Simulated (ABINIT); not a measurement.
# NaHF2 (R-3m): a self-consistent loop beyond G0W0, cycle by cycle

How far does self-consistency move the gap of NaHF2 (R-3m)?

Method: PBEsol and many-body steps on it, plane waves, in ABINIT 10.8.3.

## 1. Starting point

Symmetry: R-3m, No. 166, trigonal system. The conventional cell has a = 3.474 Å, b = 3.474 Å, c = 13.750 Å, α = 90.00°, β = 90.00°, γ = 120.00°. Nearest to Na lie 6 F at 2.32 Å. Nearest to H lie 2 F at 1.13 Å. Nearest to F lie 1 H at 1.13 Å and 3 Na at 2.32 Å. Farther neighbours and most contacts between anions are not listed.

The cell and positions come from the Crystallography Open Database and are kept as given unless a step says otherwise.

## 2. Empty states on the mesh, 4×4×4 mesh, 47 bands

This step: ABINIT 10.8.3; DFT, PBEsol, plane waves, norm-conserving pseudopotentials.

The sums over transitions need many empty states on a uniform mesh; this step solves for them.

run.abi

```
acell 3*1.0 Angstrom
rprim 
  1.737000000015 1.002857417591 4.583333333300
  -1.737000000015 1.002857417591 4.583333333300
  -0.000000000000 -2.005714835182 4.583333333300
ntypat 3
znucl 11 1 9
natom 4
typat 1 2 3 3
xred 
  0.000000000000 0.000000000000 0.000000000000
  0.500000000000 0.500000000000 0.500000000000
  0.417600000000 0.417600000000 0.417600000000
  0.582400000000 0.582400000000 0.582400000000
pp_dirpath "pseudos"
pseudos "Na.upf, H.upf, F.upf"
ecut 38
ngkpt 4 4 4
nshiftk 1
shiftk 0 0 0
kptopt 1
chksymbreak 0
iscf -2
irdden 1
istwfk *1
nband 47
nbdbuf 4
tolwfr 1e-09
nstep 60
prtvol 0
indata_prefix "in"
outdata_prefix "out"
tmpdata_prefix "tmp"
```

Started as:

```console
OMP_NUM_THREADS=1 mpirun -n 4 abinit run.abi > log
```

Numbers of over 12 decimals in the logs are rounded to 6 here.

What it wrote:

```text
.Version 10.8.3 of ABINIT. v10.8.2 released Aug 2026.

 Symmetries : space group R-3 m (#166); Bravais hR (rhombohedral)
[... echo of the input left out ...]
== DATASET  1 ==================================================================
-   mpi_nproc: 4, omp_nthreads: 1 (-1 if OMP is not activated)

--- !DatasetInfo
iteration_state: {dtset: 1, }
dimensions: {natom: 4, nkpt: 13, mband: 47, nsppol: 1, nspinor: 1, nspden: 1, mpw: 3640, }
cutoff_energies: {ecut:  38.0, pawecutdg:  -1.0, }
[...]
0.72981    0.80432    0.92618    1.01880    1.01880    1.03459    1.03459    1.07107
   1.15305    1.23022    1.23022    1.27556    1.27556    1.34907    1.37392    1.51369
   1.56937    1.56937    1.66298    1.67819    1.79180    1.79185    1.82406
 prteigrs : prtvol=0 or 1, do not print more k-points.

== END DATASET(S) ==============================================================
================================================================================

 -outvars: echo values of variables after computation  --------
            nband          47
             nkpt          13
          spgroup         166
 [... the other variables as echoed above ...]

 Calculation completed.
```

Elapsed: 18 s, on 4 MPI ranks of Arm Neoverse V1, shared host; peak memory 0.32 GiB.

This step gave:

```
gap                                                           : 6.931 eV
k of the valence top                                          : 0.5, 0.5, 0.5
k of the conduction bottom                                    : 0, 0, 0
least direct gap                                              : 7.132 eV
k points computed                                             : 13
lowest point of the top converged band, above the valence top : 43.84 eV
```

On this mesh the gap is 6.931 eV.

The density comes from a self-consistent run that is not shown.

## 3. Screening, 4×4×4 mesh, 43 bands, screening to 106.1 eV

The RPA dielectric matrix is built and inverted for each q.

This step: RPA screening on PBEsol, plane waves, norm-conserving pseudopotentials.

Changes to run.abi since step 2:

```diff
@@ -22,10 +22,11 @@
 chksymbreak 0
-iscf -2
-irdden 1
 istwfk *1
-nband 47
-nbdbuf 4
-tolwfr 1e-09
-nstep 60
-prtvol 0
+occopt 1
+irdwfk 1
+optdriver 3
+nband 43
+ecuteps 3.9
+inclvkb 2
+awtr 1
+symchi 1
 indata_prefix "in"
```

What it wrote:

```text
.Version 10.8.3 of ABINIT. v10.8.2 released Aug 2026.

 Symmetries : space group R-3 m (#166); Bravais hR (rhombohedral)
[... echo of the input left out ...]
== DATASET  1 ==================================================================
-   mpi_nproc: 4, omp_nthreads: 1 (-1 if OMP is not activated)

--- !DatasetInfo
iteration_state: {dtset: 1, }
dimensions: {natom: 4, nkpt: 13, mband: 43, nsppol: 1, nspinor: 1, nspden: 1, mpw: 3640, }
cutoff_energies: {ecut:  38.0, pawecutdg:  -1.0, }
electrons: {nelect:   2.40000000E+01, charge:   0.00000000E+00, occopt:   1.00000000E+00, tsmear:   1.00000000E-02, }

 SCREENING: Calculation of the susceptibility and dielectric matrices

 Based on a program developped by R.W. Godby, V. Olevano, G. Onida, and L. Reining.
 Incorporated in ABINIT by V. Olevano, G.-M. Rignanese, and M. Torrent.
.Using double precision arithmetic ; gwpc =  8

[... cell and pseudopotentials left out ...]
--------------------------------------------------------------------------------

 ==== K-mesh for the wavefunctions ====
 Number of points in the irreducible wedge :    13
[... list of points left out ...]
 Together with 12 symmetry operations and time-reversal symmetry
 yields    64 points in the full Brillouin Zone.

 ==== Q-mesh for the screening function ====
 Number of points in the irreducible wedge :    13
[... list of points left out ...]
 Together with 12 symmetry operations and time-reversal symmetry
 yields    64 points in the full Brillouin Zone.

 setmesh: FFT mesh size selected  =    36x   36x   36
          total number of points  =        46656

 vcoul_init : cutoff-mode = AUXILIARY_FUNCTION
 q-points for optical limit:   1
     1)      0.000010    0.000020    0.000030

- screening: taking advantage of time-reversal symmetry
- Maximum band index for partially occupied states nbvw = 12
- Remaining bands to be divided among processors   nbcw = 31
- Number of bands treated by each node ~7

 Number of electrons calculated from density =   24.0000; Expected =   24.0000
 average of density, n =  0.074241
 r_s =    1.4760
 omega_plasma =   26.2831 [eV]

 calculating chi0 at frequencies [eV] :
  1    0.000000E+00    0.000000E+00
  2    0.000000E+00    2.628313E+01

--------------------------------------------------------------------------------
  q-point number  1        q = ( 0.000000, 0.000000, 0.000000) [r.l.u.]
--------------------------------------------------------------------------------
[... chi0 elements left out ...]
 For q-point:  0.000010 0.000020 0.000030
  dielectric constant =   1.6564
  dielectric constant without local fields =   1.7304

  Average fulfillment of the sum rule on Im[epsilon] for q-point    1 :     28.16  [%]
[... wings left out ...]
  q-point number  2        q = ( 0.250000, 0.000000, 0.000000) [r.l.u.]
--------------------------------------------------------------------------------
[... chi0 elements left out ...]
  Average fulfillment of the sum rule on Im[epsilon] for q-point    2 :     38.05  [%]

 [... 11 further q-points ...]
```

It took 36 s on 4 MPI ranks; peak memory 1.2 GiB.

This step gave:

* ε∞ with local fields, on this mesh, along the program's q direction: 1.656
* the same without local fields: 1.730
* plasma frequency: 26.28 eV
* plane waves in the screening matrix: 109

Local fields lower ε∞ by 4 %.

## 4. G0W0

The self-energy is evaluated for the states that the input lists, and the levels follow from it, in one-shot runs by the linearised quasiparticle equation.

This step: G0W0 on PBEsol, plane waves, norm-conserving pseudopotentials.

Changes to run.abi since step 3:

```diff
@@ -25,8 +25,17 @@
 irdwfk 1
-optdriver 3
+optdriver 4
 nband 43
+gwcalctyp 0
+ecutsigx 38
+symsigma 1
+nkptgw 2
+kptgw 
+  0.5000000000 0.5000000000 0.5000000000
+  0.0000000000 0.0000000000 0.0000000000
+bdgw 
+  11 14
+  10 14
 ecuteps 3.9
-inclvkb 2
-awtr 1
-symchi 1
+irdscr 1
+ppmodel 1
 indata_prefix "in"
```

What it wrote:

```text
.Version 10.8.3 of ABINIT. v10.8.2 released Aug 2026.

 Symmetries : space group R-3 m (#166); Bravais hR (rhombohedral)
[... echo of the input left out ...]
== DATASET  1 ==================================================================
-   mpi_nproc: 4, omp_nthreads: 1 (-1 if OMP is not activated)

--- !DatasetInfo
iteration_state: {dtset: 1, }
dimensions: {natom: 4, nkpt: 13, mband: 43, nsppol: 1, nspinor: 1, nspden: 1, mpw: 3640, }
cutoff_energies: {ecut:  38.0, pawecutdg:  -1.0, }
electrons: {nelect:   2.40000000E+01, charge:   0.00000000E+00, occopt:   1.00000000E+00, tsmear:   1.00000000E-02, }

 SIGMA: Calculation of the GW corrections

 Based on a program developped by R.W. Godby, V. Olevano, G. Onida, and L. Reining.
 Incorporated in ABINIT by V. Olevano, G.-M. Rignanese, and M. Torrent.
.Using double precision arithmetic ; gwpc =  8

[... cell and pseudopotentials left out ...]
--------------------------------------------------------------------------------

 ==== K-mesh for the wavefunctions ====
 Number of points in the irreducible wedge :    13
[... list of points left out ...]
 Together with 12 symmetry operations and time-reversal symmetry
 yields    64 points in the full Brillouin Zone.

 ==== Q-mesh for screening function ====
 Number of points in the irreducible wedge :    13
[... list of points left out ...]
 Together with 12 symmetry operations and time-reversal symmetry
 yields    64 points in the full Brillouin Zone.

 vcoul_init : cutoff-mode = AUXILIARY_FUNCTION
 q-points for optical limit:   1
     1)      0.000010    0.000020    0.000030
 setmesh: FFT mesh size selected  =    54x   54x   54
          total number of points  =       157464

 Number of electrons calculated from density =   24.0000; Expected =   24.0000
 average of density, n =  0.074241
 r_s =    1.4760
 omega_plasma =   26.2831 [eV]

 === KS Band Gaps ===
  >>>> For spin  1
   Minimum direct gap =   7.1316 [eV], located at k-point      :   0.0000  0.0000  0.0000
   Fundamental gap    =   6.9313 [eV], Top of valence bands at :   0.5000  0.5000  0.5000
                                       Bottom of conduction at :   0.0000  0.0000  0.0000
 SIGMA fundamental parameters:
 PLASMON POLE MODEL  1
 number of plane-waves for SigmaX                 3607
 number of plane-waves for SigmaC and W            109
 number of plane-waves for wavefunctions          3607
 number of bands                                    43
 number of independent spin polarizations            1
 number of spinorial components                      1
 number of k-points in IBZ                          13
 number of q-points in IBZ                          13
 number of symmetry operations                      12
 number of k-points in BZ                           64
 number of q-points in BZ                           64
 number of frequencies for dSigma/dE                 9
 frequency step for dSigma/dE [eV]                0.25
 number of omega for Sigma on real axis              0
 max omega for Sigma on real axis  [eV]           0.00
 zcut for avoiding poles [eV]                     0.10

 EPSILON^-1 parameters (SCR file):
 dimension of the eps^-1 matrix on file            109
 dimension of the eps^-1 matrix used               109
 number of plane-waves for wavefunctions          3607
 number of bands                                    43
 number of q-points in IBZ                          13
 number of frequencies                               2
 number of real frequencies                          1
 number of imag frequencies                          1

 matrix elements of self-energy operator (all in [eV])

 Perturbative Calculation

--- !SelfEnergy_ee
iteration_state: {dtset: 1, }
kpoint     : [   0.500,    0.500,    0.500, ]
spin       : 1
KS_gap     :    8.690
QP_gap     :   13.302
Delta_QP_KS:    4.611
data: !SigmaeeData |
     Band     E0 <VxcDFT>   SigX SigC(E0)      Z dSigC/dE  Sig(E)    E-E0       E
       11  -3.442 -22.457 -30.582   4.624   0.835  -0.198 -25.380  -2.923  -6.365
       12  -3.442 -22.457 -30.582   4.624   0.835  -0.198 -25.380  -2.923  -6.365
       13   5.248  -7.722  -3.833  -2.044   0.915  -0.093  -6.034   1.689   6.937
       14   6.328 -10.325  -5.836  -2.087   0.906  -0.103  -8.148   2.177   8.505

--- !SelfEnergy_ee
iteration_state: {dtset: 1, }
kpoint     : [   0.000,    0.000,    0.000, ]
spin       : 1
KS_gap     :    7.132
QP_gap     :   11.431
Delta_QP_KS:    4.299
data: !SigmaeeData |
     Band     E0 <VxcDFT>   SigX SigC(E0)      Z dSigC/dE  Sig(E)    E-E0       E
       10  -3.668 -22.031 -30.205   4.602   0.835  -0.198 -25.012  -2.981  -6.649
       11  -3.668 -22.031 -30.205   4.602   0.835  -0.198 -25.012  -2.981  -6.649
       12  -3.642 -23.108 -30.379   4.166   0.842  -0.187 -25.723  -2.616  -6.258
       13   3.489  -8.257  -4.342  -2.078   0.916  -0.092  -6.574   1.683   5.173
       14   9.789  -7.583  -3.079  -2.287   0.914  -0.094  -5.557   2.026  11.815

== END DATASET(S) ==============================================================
================================================================================

 -outvars: echo values of variables after computation  --------
           etotal      0.0000000000E+00
            nband          43
             nkpt          13
          spgroup         166
 [... the other variables as echoed above ...]

 Calculation completed.
```

Elapsed: 5 s, on 4 MPI ranks; peak memory 1.1 GiB.

Numbers from this step:

- G0W0 gap on the points computed: 11.43 eV
- starting gap on the mesh: 6.931 eV
- k of the valence top: 0, 0, 0
- k of the conduction bottom: 0, 0, 0
- Z at the valence top: 0.842
- Z at the conduction bottom: 0.916
- least direct G0W0 gap on the computed points: 11.43 eV

The gap on the mesh goes from 6.93 eV to 11.43 eV, a correction of +4.50 eV.

## 5. evGW0, cycle 1

This step: evGW0 on PBEsol, plane waves, norm-conserving pseudopotentials.

Changes to run.abi since step 4:

```diff
@@ -27,12 +27,34 @@
 nband 43
-gwcalctyp 0
+gwcalctyp 10
 ecutsigx 38
 symsigma 1
-nkptgw 2
+nkptgw 13
 kptgw 
+  0.0000000000 0.0000000000 0.0000000000
+  0.2500000000 0.0000000000 0.0000000000
+  0.5000000000 0.0000000000 0.0000000000
+  0.2500000000 0.2500000000 0.0000000000
+  0.5000000000 0.2500000000 0.0000000000
+  -0.2500000000 0.2500000000 0.0000000000
+  0.5000000000 0.5000000000 0.0000000000
+  0.2500000000 0.2500000000 0.2500000000
+  0.5000000000 0.2500000000 0.2500000000
+  -0.2500000000 0.2500000000 0.2500000000
+  0.5000000000 0.5000000000 0.2500000000
+  -0.2500000000 0.5000000000 0.2500000000
   0.5000000000 0.5000000000 0.5000000000
-  0.0000000000 0.0000000000 0.0000000000
 bdgw 
-  11 14
-  10 14
+  7 18
+  7 18
+  7 18
+  7 18
+  7 18
+  7 18
+  7 18
+  7 18
+  7 18
+  7 18
+  7 18
+  7 18
+  7 18
 ecuteps 3.9
```

What it wrote:

```text
.Version 10.8.3 of ABINIT. v10.8.2 released Aug 2026.

 Symmetries : space group R-3 m (#166); Bravais hR (rhombohedral)
[... echo of the input left out ...]
== DATASET  1 ==================================================================
-   mpi_nproc: 4, omp_nthreads: 1 (-1 if OMP is not activated)

--- !DatasetInfo
iteration_state: {dtset: 1, }
dimensions: {natom: 4, nkpt: 13, mband: 43, nsppol: 1, nspinor: 1, nspden: 1, mpw: 3640, }
cutoff_energies: {ecut:  38.0, pawecutdg:  -1.0, }
electrons: {nelect:   2.40000000E+01, charge:   0.00000000E+00, occopt:   1.00000000E+00, tsmear:   1.00000000E-02, }

 SIGMA: Calculation of the GW corrections

 Based on a program developped by R.W. Godby, V. Olevano, G. Onida, and L. Reining.
 Incorporated in ABINIT by V. Olevano, G.-M. Rignanese, and M. Torrent.
.Using double precision arithmetic ; gwpc =  8

[... cell and pseudopotentials left out ...]
--------------------------------------------------------------------------------

 ==== K-mesh for the wavefunctions ====
 Number of points in the irreducible wedge :    13
[... list of points left out ...]
 Together with 12 symmetry operations and time-reversal symmetry
 yields    64 points in the full Brillouin Zone.

 ==== Q-mesh for screening function ====
 Number of points in the irreducible wedge :    13
[... list of points left out ...]
 Together with 12 symmetry operations and time-reversal symmetry
 yields    64 points in the full Brillouin Zone.

 vcoul_init : cutoff-mode = AUXILIARY_FUNCTION
 q-points for optical limit:   1
     1)      0.000010    0.000020    0.000030
 setmesh: FFT mesh size selected  =    54x   54x   54
          total number of points  =       157464

 Number of electrons calculated from density =   24.0000; Expected =   24.0000
[...]
spin       : 1
KS_gap     :   11.831
QP_gap     :   16.763
Delta_QP_KS:    4.932
data: !SigmaeeData |
     Band     E_DFT   <VxcDFT>   E(N-1)  <Hhartree>   SigX  SigC[E(N-1)]    Z     dSigC/dE  Sig[E(N)]  DeltaE  E(N)_pert E(N)_diago
[...]
--- !SelfEnergy_ee
iteration_state: {dtset: 1, }
kpoint     : [   0.500,    0.500,    0.500, ]
spin       : 1
KS_gap     :    8.690
QP_gap     :   13.302
Delta_QP_KS:    4.611
data: !SigmaeeData |
     Band     E_DFT   <VxcDFT>   E(N-1)  <Hhartree>   SigX  SigC[E(N-1)]    Z     dSigC/dE  Sig[E(N)]  DeltaE  E(N)_pert E(N)_diago
[...]
17    15.775    -7.438    15.775    23.213    -2.552    -2.341     0.912    -0.096    -5.116     2.323    18.097    18.320
       18    15.798    -7.281    15.798    23.079    -2.390    -2.465     0.902    -0.109    -5.093     2.188    17.987    18.320

 New Fermi energy :       -2.611466E-02 Ha ,   -7.106162E-01 eV

 === QP Band Gaps ===
  >>>> For spin  1
   Minimum direct gap =  12.0752 [eV], located at k-point      :   0.0000  0.0000  0.0000
   Fundamental gap    =  12.0752 [eV], Top of valence bands at :   0.0000  0.0000  0.0000
                                       Bottom of conduction at :   0.0000  0.0000  0.0000

 writing QP data on file : out_QPS

 Convergence of QP corrections
 >>>>> For spin  1 <<<<<
.  kptgw no:  1; Maximum DeltaE = (  -2.981  -0.000) for band index: 10
.  kptgw no:  2; Maximum DeltaE = (  -2.996  -0.000) for band index: 11
.  kptgw no:  3; Maximum DeltaE = (  -3.011   0.000) for band index: 12
[...]
.  kptgw no: 12; Maximum DeltaE = (   1.882  -0.000) for band index:  1
.  kptgw no: 13; Maximum DeltaE = (  -3.042  -0.000) for band index:  9

== END DATASET(S) ==============================================================
================================================================================

 -outvars: echo values of variables after computation  --------
           etotal      0.0000000000E+00
            nband          43
             nkpt          13
          spgroup         166
 [... the other variables as echoed above ...]

 Calculation completed.
```

The job ended after 1.8 min (4 MPI ranks; peak memory 2.4 GiB; 7.1 min of CPU time).

Numbers from this step:

```
quasiparticle gap on the mesh                         : 12.07 eV
gap of the density functional on the mesh             : 6.931 eV
k of the valence top                                  : 0, 0, 0
k of the conduction bottom                            : 0, 0, 0
Z at the valence top                                  : 0.842
Z at the conduction bottom                            : 0.916
least direct quasiparticle gap on the computed points : 12.07 eV
```

Against G0W0 in ABINIT (4×4×4 mesh, 43 bands, screening to 106.1 eV, Godby-Needs plasmon pole), the gap moves by +0.644 eV. This first cycle still uses the starting levels; it takes the full correction, at all points of the mesh, and its linearised value is 11.431 eV.

## 6. evGW0, cycle 2

The corrected levels of the last cycle go back in.

Changes to run.abi since step 5:

```diff
@@ -62,2 +62,3 @@
 ppmodel 1
+irdqps 1
 indata_prefix "in"
```

What it wrote:

```text
.Version 10.8.3 of ABINIT. v10.8.2 released Aug 2026.

 Symmetries : space group R-3 m (#166); Bravais hR (rhombohedral)
[... echo of the input left out ...]
== DATASET  1 ==================================================================
-   mpi_nproc: 4, omp_nthreads: 1 (-1 if OMP is not activated)

--- !DatasetInfo
iteration_state: {dtset: 1, }
dimensions: {natom: 4, nkpt: 13, mband: 43, nsppol: 1, nspinor: 1, nspden: 1, mpw: 3640, }
cutoff_energies: {ecut:  38.0, pawecutdg:  -1.0, }
[...]
.  kptgw no:  3; Maximum DeltaE = (   0.031  -0.000) for band index: 12
[...]
.  kptgw no: 12; Maximum DeltaE = (   0.059   0.000) for band index: 11
.  kptgw no: 13; Maximum DeltaE = (   0.065  -0.000) for band index:  9

== END DATASET(S) ==============================================================
================================================================================

 -outvars: echo values of variables after computation  --------
           etotal      0.0000000000E+00
            nband          43
             nkpt          13
          spgroup         166
 [... the other variables as echoed above ...]

 Calculation completed.
```

Elapsed: 1.8 min, on 4 MPI ranks; peak memory 2.4 GiB; 7.1 min of CPU time.

Numbers from this step:

```yaml
quasiparticle_gap_on_the_mesh: 12.03 eV
gap_of_the_density_functional_on_the_mesh: 6.931 eV
k_of_the_valence_top: 0, 0, 0
k_of_the_conduction_bottom: 0, 0, 0
least_direct_quasiparticle_gap_on_the_computed_points: 12.03 eV
```

Against the cycle before, the gap moves by −0.042 eV.

[end of part 1 of 3]

[Paths, hosts, dates, memory and timing lines, banners, echoed tables and standing remarks are left out of the program output.]

[Logs are printed without paths, hosts, clocks, repeated set-up lines and the standing remarks that a program may print on its own settings, such as how far it seeks lower states.]

[Runs of the session that timed out or met a known fault of the program may be left out.]

[Hosts, paths, dates, database ids (printed as entryN), source tags and the programs' standing remarks are cut or masked in the printed files.]

[G0W0 gaps are taken among the corrected bands and points alone; a level outside them can change the order at an edge.]

[Where Ansatz stands beside ABINIT at settings called matched, ABINIT's density can come from a denser mesh and the files from another edition; pairs whose starting gaps differed by over 0.03 eV were left out, so agreement reads better than it is.]
